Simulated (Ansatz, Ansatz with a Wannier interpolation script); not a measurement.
**Settings in Wannier-interpolated G0W0: As (buckled honeycomb monolayer)**

How do the Wannier model and the GW settings move the interpolated bands of As (buckled honeycomb monolayer)?

Method: maximally localised Wannier functions, PBEsol, plane waves, PAW, in Ansatz 0.2.0.

### Step 1. The starting structure

The cell holds 2 atoms: 2 As. Its edges and angles: a = 3.544 Å, b = 3.544 Å, c = 26.000 Å, α = 90.0°, β = 90.0°, γ = 120.0°. Vacuum lies along c.

Structure file:

```cif
data_structure
_symmetry_space_group_name_H-M 'P 1'
_symmetry_Int_Tables_number 1
_cell_length_a 3.5444
_cell_length_b 3.5444
_cell_length_c 26.0000
_cell_angle_alpha 90.000
_cell_angle_beta 90.000
_cell_angle_gamma 120.000
_cell_volume 282.87
loop_
_atom_site_label
_atom_site_type_symbol
_atom_site_fract_x
_atom_site_fract_y
_atom_site_fract_z
_atom_site_occupancy
As1 As 0.33333 0.66667 0.47329 1
As2 As 0.66667 0.33333 0.52671 1
```

The structure was relaxed with PBEsol. The structure was generated from a model, not taken from a measurement. The runs that relaxed it are not among those shown. The default PAW set here is soft_2. Its files were made with PBE. The Coulomb interaction is cut off across the vacuum.

### Step 2. Wannier model on 24×24×1

Localised functions give a small Hamiltonian that interpolates between mesh points at no cost.

File input.yaml:

```yaml
crystal:
  lattice:
    - [3.5443795165, 0.0, 0.0]
    - [-1.7721897582, 3.0695227019, 0.0]
    - [0.0, 0.0, 26.0]
  atoms:
    - { symbol: As, position: [0.3333333333, 0.6666666667, 0.4732891036] }
    - { symbol: As, position: [0.6666666667, 0.3333333333, 0.5267108964] }
  periodic: [true, true, false]
kpoints:
  mp_grid: { grid: [12, 12, 1] }
hamiltonian:
  xc: pbesol
scf:
  occupations: { method: fixed }
  n_extra_bands: 138
output:
  wannier:
    kmesh: [24, 24, 1]
    projections: [{ species: As, l: p, shell: 4 }]
    minimise: true
    write_hr: true
    seedname: w
    conv_tol: 1.0e-07
    max_iter: 4000
    disentanglement:
      window: [-10.14, 1.18]
      frozen_window: [-10.14, -1.82]
      conv_tol: 1.0e-08
```

Run with:

```bash
$ ansatz run input.yaml --threads 12 --pin off --max-ram 27648MiB --backend cpu --events-out ev --progress --plain --runs-dir out
```

Numbers of over 12 decimals in the logs are rounded to 6 here.

Log:

```text
scf.n_extra_bands = 138 over 15 filled bands (N_el = 30.0): the run solves 153 bands
Engine: ansatz 0.2.0, aarch64-unknown-linux-gnu
Pseudopotentials: kind: paw
Pseudopotential: As, paw, valence charge 15, recommended cutoff 420 eV (normal), As.paw.azcp
Functional definition: PBEsol
  exchange = pbesol_x
  correlation = pbesol_c
Crystal: 2 atoms, lattice volume = 282.868 Å³
Basis set: ecut = 420 eV, 5469 PW (Γ)
Bands: 153, of which v1, the nominal top of the filled ones, is band 15 counted from 1 (14 counted from 0)
Symmetry: 12 space group operations
Space group: P-3m1 (ITA 164), of the structure as read, at distance tolerance 6.6e-5 Å
k-points: 19 of 144
Non-local potential: As, projectors of the file, l = 0: 2, l = 1: 2, l = 2: 3, l = 3: 1
PAW form: soft (Blöchl's): semilocal exchange-correlation on the pseudo side does not see the compensation charge
PAW frozen core: As, regenerated for the run's functional, and the local potential with it (the file was generated under x = pbe(κ = 0.804, μ = 0.219515), c = pbe(β = 0.066725))
PAW one-centre angular grid: As, 590 points (default); XC on 64 Gauss nodes
Initial density: superposition of atomic densities (neutral atoms: chi_scale 0, normalization atom), corrected by the library's trained network
Initial wavefunctions: pseudopotential atomic-orbital guess
Functional: x = pbesol(κ = 0.804, μ = 0.123457), c = pbesol(β = 0.046)
SCF iter   1: F=—  HF=-9625.849965 eV  |F-HF|=—  |Δ(HF+E_count)|=         —  Δρ=1.11e-3  dr2=4.10e-3  ethr=1.77e-3  ⟨swp⟩=4.5  Hψ=10115  notcnv=0  defer=2555
preconditioner: auto → none  [insulator: Δε(μ)=1.486 eV  Ē_g=30.955 eV  n_scr=14 (ndim 8)  ℏωp=7.0 eV  f_vac=0.792  ε∞_Penn≈1.1]
SCF iter   2: F=—  HF=-9625.849164 eV  |F-HF|=—  |Δ(HF+E_count)|=   8.01e-4  Δρ=4.53e-4  dr2=4.95e-4  ethr=1.37e-5  ⟨swp⟩=3.9  Hψ=3701  notcnv=0  defer=2583
SCF iter   3: F=—  HF=-9625.849432 eV  |F-HF|=—  |Δ(HF+E_count)|=   2.68e-4  Δρ=1.21e-4  dr2=2.16e-5  ethr=1.65e-6  ⟨swp⟩=3.4  Hψ=764  notcnv=0  defer=2581
SCF iter   4: F=—  HF=-9625.849479 eV  |F-HF|=—  |Δ(HF+E_count)|=   4.68e-5  Δρ=2.37e-5  dr2=3.01e-6  ethr=7.21e-8  ⟨swp⟩=2.6  Hψ=1238  notcnv=0  defer=2580
iter 5 did not close the SCF: its close was put off for the readings that it lacked (scf_convergence_deferred on its scf_iter line)
SCF iter   5: F=-9625.849478 eV  HF=-9625.849478 eV  |F-HF|=6.42e-8  |Δ(HF+E_count)|=   1.16e-6  Δρ=5.91e-6  dr2=6.09e-8  ethr=1.00e-8  ⟨swp⟩=2.9  Hψ=1004  notcnv=0  defer=2580
SCF iter   6: F=-9625.849478 eV  HF=-9625.849478 eV  |F-HF|=5.82e-9  |Δ(HF+E_count)|=   8.00e-8  Δρ=1.11e-6  dr2=3.58e-9  ethr=2.03e-10  ⟨swp⟩=18.5  Hψ=36040  notcnv=0
SCF 1 converged in 6 iterations: F = -9625.849478 eV  dr2 = 3.58e-9
[...]
NSCF: frozen V_eff on 64 k-points
the Wannier pass solved 64 of the 576 points of its mesh, and has the states at the others by symmetry: states obtained by the crystal's operations at points that were solved too leave a residual of 6.83e-13 eV (read by the count's bands and the next), within 1.11e-5 eV
SCF converged after 6 iterations
Free energy (F): -9625.849478 eV
Harris-Foulkes:  -9625.849478 eV  (|F-HF|=5.82e-9)
Internal energy: -9625.849478 eV  (E = F + TS)
E sigma→0 (E₀):  -9625.849478 eV
Fermi energy:    -5.304374 eV
--- Per-component energies (eV) ---
  E_band       = -916.850960
  E_kinetic    = 204.945020
  E_local      = -44881.394784  (includes V_loc(G=0)·N_el)
  E_nonlocal   = -1336.804336
  E_hartree    = 22394.901250
  E_xc         = -156.718089
  E_vxc        = -157.427106  (∫ρ·V_xc dr)
  E_paw        = -3584.833085  (= ΣΔE_a)
  E_vpaw       = 464.027181  (= ΣTr[D̂ρ^β])
  E_aug_tail   = 0.000014  (compensation charges beyond the density's cutoff)
  E_ewald      = 17732.121675
  E_core_change = 1.932857  (= ΣΔE_core)
  E_smearing   = -0.000000  (= −TS)
  E_closure    = 0.000000  (closes the sum)
  Σ components = -9625.849478   (vs F -9625.849478, Δ=0.00e0)
--- Band table (eV; the first three rows and the last of 19) ---
  k-point 0: bands = [... 11 lower, -12.6661, -6.0670, -5.3044, -5.3044, -3.2166, -1.7608 (-1.7608°), -1.7608 (-1.7608°), -0.4695 (-0.4747°), ... 134 higher]
  k-point 1: bands = [... 11 lower, -12.6414, -6.2505, -6.0149, -5.5279, -2.6181, -1.8496 (-1.8496°), -1.5340 (-1.5340°), -0.3276 (-0.3334°), ... 134 higher]
  k-point 2: bands = [... 11 lower, -12.6153, -7.6694, -6.0185, -5.8951, -3.0678, -1.0980 (-1.0980°), -1.0943 (-1.0944°), 0.0206 (0.0147°), ... 134 higher]
  k-point 18: bands = [... 11 lower, -15.4265, -9.9900, -7.4651, -7.4651, -3.5174, -0.7436, -0.7436, 2.7554, ... 134 higher]
  ° read free of the cell's end (the report's vacuum.weakly_bound_levels)
  °? not known for the slab's own: over its row's bound_up_to_ev there, or no deeper under its free states than its continued_xc_part_ev in size
Wannier search: line search 1 of at most 4000: gauge-dependent spread (as the search counts it) 0.8327810 Å², largest recent change 2.1e-1 Å² and fall left 1.6e-5 Å² against conv_tol 1.0e-7 Å², 0 stops escaped
```

Run time: 63 s. Hardware: 12 threads of Arm Neoverse V2, shared host; peak memory 8.7 GiB; 12 min of CPU time.

The column dr2 measures how far the density is from self-consistency, as an energy; F and HF (Harris–Foulkes) agree once it is small.

Numbers from this step:

```yaml
gauge_invariant_spread: 19.05 Å²
diagonal_spread: 0.1690 Å²
off_diagonal_spread: 0.5910 Å²
total_spread: 19.81 Å²
least_projectability: 0.3998
localisation_steps: 26
disentanglement_steps: 118
r_m_s_interpolation_error: 8.83e-5 eV
r_m_s_error_near_the_gap: 1.02e-4 eV
```

Near the gap the model misses directly solved bands by 0.1 meV r.m.s. and by 1 meV at most in the window tested. This tests the starting bands, not the corrections carried with them.

### Step 3. Wannier model on 12×12×1

Edit input.yaml of step 2 so:

```diff
@@ -18,3 +18,3 @@
   wannier:
-    kmesh: [24, 24, 1]
+    kmesh: [12, 12, 1]
     projections: [{ species: As, l: p, shell: 4 }]
```

Log:

```text
[...]
Crystal: 2 atoms, lattice volume = 282.868 Å³
Basis set: ecut = 420 eV, 5469 PW (Γ)
Bands: 153, of which v1, the nominal top of the filled ones, is band 15 counted from 1 (14 counted from 0)
Symmetry: 12 space group operations
[...]
k-points: 19 of 144
[...]
SCF iter   1: F=—  HF=-9625.849965 eV  |F-HF|=—  |Δ(HF+E_count)|=         —  Δρ=1.11e-3  dr2=4.10e-3  ethr=1.77e-3  ⟨swp⟩=4.5  Hψ=10115  notcnv=0  defer=2555
[...]
SCF iter   6: F=-9625.849478 eV  HF=-9625.849478 eV  |F-HF|=5.82e-9  |Δ(HF+E_count)|=   8.00e-8  Δρ=1.11e-6  dr2=3.58e-9  ethr=2.03e-10  ⟨swp⟩=18.5  Hψ=36040  notcnv=0
SCF 1 converged in 6 iterations: F = -9625.849478 eV  dr2 = 3.58e-9
[...]
NSCF: frozen V_eff on 22 k-points
[...]
SCF converged after 6 iterations
Free energy (F): -9625.849478 eV
[...]
Internal energy: -9625.849478 eV  (E = F + TS)
E sigma→0 (E₀):  -9625.849478 eV
Fermi energy:    -5.304374 eV
[...]
--- Band table (eV; the first three rows and the last of 19) ---
  k-point 0: bands = [... 11 lower, -12.6661, -6.0670, -5.3044, -5.3044, -3.2166, -1.7608 (-1.7608°), -1.7608 (-1.7608°), -0.4695 (-0.4747°), ... 134 higher]
  k-point 1: bands = [... 11 lower, -12.6414, -6.2505, -6.0149, -5.5279, -2.6181, -1.8496 (-1.8496°), -1.5340 (-1.5340°), -0.3276 (-0.3334°), ... 134 higher]
  k-point 2: bands = [... 11 lower, -12.6153, -7.6694, -6.0185, -5.8951, -3.0678, -1.0980 (-1.0980°), -1.0943 (-1.0944°), 0.0206 (0.0147°), ... 134 higher]
  k-point 18: bands = [... 11 lower, -15.4265, -9.9900, -7.4651, -7.4651, -3.5174, -0.7436, -0.7436, 2.7554, ... 134 higher]
  ° read free of the cell's end (the report's vacuum.weakly_bound_levels)
[...]
```

Elapsed: 23 s, on 12 threads; peak memory 2.6 GiB; 4.3 min of CPU time.

This step gave:

| Property | Result |
| --- | --- |
| gauge-invariant spread | 18.27 Å² |
| diagonal spread | 0.1674 Å² |
| off-diagonal spread | 0.7194 Å² |
| total spread | 19.15 Å² |
| least projectability | 0.3998 |
| localisation steps | 27 |
| disentanglement steps | 45 |
| r.m.s. interpolation error | 0.001027 eV |
| r.m.s. error near the gap | 0.001063 eV |

Near the gap the model misses directly solved bands by 1.1 meV r.m.s. and by 4 meV at most in the window tested. This tests the starting bands, not the corrections carried with them.

Frozen up to 3.48 eV; above it the model need not follow the bands. Electronic bands along the path, in eV, zero at the valence-band top; v1 is the highest filled band, c1 the lowest empty one:

```csv
point,v3,v2,v1,c1,c2,c3
Γ,-0.76,0.00,0.00,2.09,3.54,3.54
halfway,-3.46,-1.23,-0.56,1.64,4.38,4.51
M,-3.64,-2.00,-1.77,1.87,3.00,4.55
halfway,-4.02,-2.66,-1.75,2.51,3.67,4.13
K,-4.69,-2.16,-2.16,1.79,4.56,4.56
halfway,-3.48,-2.43,-0.53,2.72,3.49,4.83
Γ,-0.76,0.00,0.00,2.09,3.54,3.54
```

The same for Kohn-Sham, solved directly:

```csv
point,v3,v2,v1,c1,c2,c3
Γ,-0.76,0.00,0.00,2.09,3.54,3.54
M,-3.64,-2.00,-1.77,1.87,3.00,4.55
K,-4.69,-2.16,-2.16,1.79,4.56,4.56
Γ,-0.76,0.00,0.00,2.09,3.54,3.54
```

The first set of electronic bands as a text plot (rows in eV, shown from -4.7 to 3.5 only):

```
    3.4 |+++            ++                          +++++++  ++++
    3.0 |                 ++++++  +            +++++     ++++
    2.7 |   ++                  +++            +++  +++++
    2.3 | ++  ++               +   ++        ++              +++
    2.0 |+      ++          +++      +++   ++                   +
    1.7 |         ++  ++++++            +++
    1.3 |           ++
    1.0 |
    0.6 |
    0.3 |
   -0.1 |***                                                 ****
   -0.4 | ****  ****                                *****  *****
   -0.7 |*******    **                            **     ********
   -1.1 |   **  ****  **                       ***       **
   -1.4 |           **  **                   **            **
   -1.8 |             ******************   **         ***
   -2.1 |     **          ******        ***
   -2.5 |                       ***  ****  **       **   **
   -2.8 |       **                 **
   -3.1 |                                    **   **  ***
   -3.5 |         **        ***                *******
   -3.8 |           ********   ****            ***
   -4.2 |                          **        **
   -4.5 |                            ********
         Γ                   M           K                      Γ
```

(Continued in part 2 of 2.)

[Paths, hosts, dates, memory and timing lines, banners, echoed tables and standing remarks are left out of the program output.]

[Logs are printed without paths, hosts, clocks, repeated set-up lines and the standing remarks that a program may print on its own settings, such as how far it seeks lower states.]

[Runs of the session that timed out or met a known fault of the program may be left out.]

[Hosts, paths, dates, database ids (printed as entryN), source tags and the programs' standing remarks are cut or masked in the printed files.]
